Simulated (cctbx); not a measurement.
# Cu2PdI6: precision against data quality

Space group P4_2/mnm (no. 136), a = 6.8620 Å, b = 6.8620 Å, c = 13.3710 Å, α = 90.00°, β = 90.00°, γ = 90.00°.

```csv
atom,mult.,x,y,z,Ueq (Å²)
I1,8,0.6885,0.3115,0.3417,0.0103
I2,4,0.2040,0.2040,1/2,0.0124
Pd1,2,0,0,0,0.0109
Cu1,4,1/2,1/2,0.1633,0.0116
```

This is a model crystal, built by substitution and not relaxed, with assumed displacement parameters.

Five simulated data sets (cctbx; Mo Kα, λ = 0.71073 Å; 3 % proportional error) differ in resolution or exposure (noise floor 4 counts in the first three, 8 in the last two). Each is refined with the right model, isotropic at 1.1 Å and anisotropic otherwise. How do the figures of merit and the uncertainties move?

```
d min (Å)  top counts  ⟨I/σ⟩ (unmerged, absences included)  unique  param. (scale apart)   Rint      R1  GooF  largest s.u. xyz (fractional)  s.u. U of Cu1 (Å²)  largest error (Å)
      1.1       40000                                 13.0     155                     8  0.025  0.0087  1.19                        0.00005              0.0003             0.0004
     0.84       40000                                 12.4     327                    17  0.028  0.0077  0.98                        0.00003              0.0001             0.0004
      0.6       40000                                 10.7     866                    17  0.033  0.0089  0.96                        0.00002              0.0001             0.0003
     0.75         300                                  0.6     452                    17  0.546  0.0724  0.92                        0.00137              0.0035             0.0065
     0.75        3000                                  3.3     452                    17  0.113  0.0289  0.92                        0.00016              0.0005             0.0011
```

The number of reflections grows roughly as 1/d³: 155, 327 and 866 here. R1 follows the noise rather than the truth: at 300 counts it is 0.0724, at 3000 counts 0.0289, while GooF is 0.92 and 0.92: the weights 1/σ² carry the noise. The s.u. of U (U11 where anisotropic) for Cu1 goes 0.0003, 0.0001, 0.0001 Å² with resolution and 0.0035, 0.0005 Å² with exposure.

The 1.1 Å row also differs in its displacement model, so it isn't a clean test of resolution.

Hardware for the 0.6 Å refinement: 0.42 s on 1 thread of Arm Neoverse V2, on a shared host, peak memory 0.09 GiB.

[Logs are printed without paths, hosts, clocks, repeated set-up lines and the standing remarks that a program may print on its own settings, such as how far it seeks lower states.]
